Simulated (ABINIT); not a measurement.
BN (P6_3/mmc): refractive index against wavelength

The refractive index of BN (P6_3/mmc) along x below the direct gap (4.72 eV on the mesh) is read from one computed spectrum, n = √(Re ε). x, y and z are the Cartesian axes of the input cell.

Cell: a, b, c = 2.498, 2.498, 6.636 Å (primitive vectors), 4 atoms.

Method: ABINIT 10.8.3, PBE, independent particles, k-mesh 14×14×5, Lorentzian half width 0.05 eV.

Launch of the response step: `optic optic.abi`. The run took 60 s, its band step included, on 4 threads of Arm Neoverse V1, with other jobs on the host.

```tsv
wavelength (nm)	photon energy E (eV)	n
850	1.459	2.2165
700	1.771	2.2365
633	1.959	2.2511
532	2.331	2.2867
450	2.755	2.3412
405	3.061	?
365	3.397	2.4676
```

In the single-oscillator model n² − 1 = E₀E_d/(E₀² − E²), so 1/(n² − 1) = E₀/E_d − E²/(E₀E_d) is linear in E².

Working, on the rows shown:

| x = E² (eV²) | y = 1/(n² − 1) |
| --- | --- |
| 2.12762 | 0.255567 |
| 3.13716 | 0.249879 |
| 3.83641 | 0.245854 |
| 5.43137 | 0.236463 |
| 7.59115 | 0.223154 |
| 11.5384 | 0.1965 |

Means: x̄ = 5.6104, ȳ = 0.23457. Σ(x − x̄)(y − ȳ) = -0.3796, Σ(x − x̄)² = 60.49. Slope = -0.3796 / 60.49 = -0.006276; intercept = ȳ − slope · x̄ = 0.26978. Turned back into n, the line misses the rows shown by at most 0.0045.

Q: What does the fit predict for the withheld row, and how well does it do?

A: At x = 9.3718 the line gives y = 0.21096, that is 2.3959. The run gave 2.3932, so the interpolation is off by 0.0027, 1.1 % of the range in the table.

Refitted with all rows, the slope is -0.006251 and the intercept 0.26971. These give E₀ = √(intercept/−slope) = 6.57 eV and E_d = E₀/intercept = 24.4 eV; E₀ is 1.4 times the direct gap. The electronic limit at long wavelengths, without lattice vibrations, is n = √(1 + 1/intercept) = 2.170. The cell comes from an older database entry, whose edges can be off by a per cent or so. Excitons are left out and so are local fields; PBE gaps are as a rule too small. The values come from a sum over the points of one k-mesh and carry its error, which grows as the direct gap shrinks.

[Logs are printed without paths, hosts, clocks, repeated set-up lines and the standing remarks that a program may print on its own settings, such as how far it seeks lower states.]
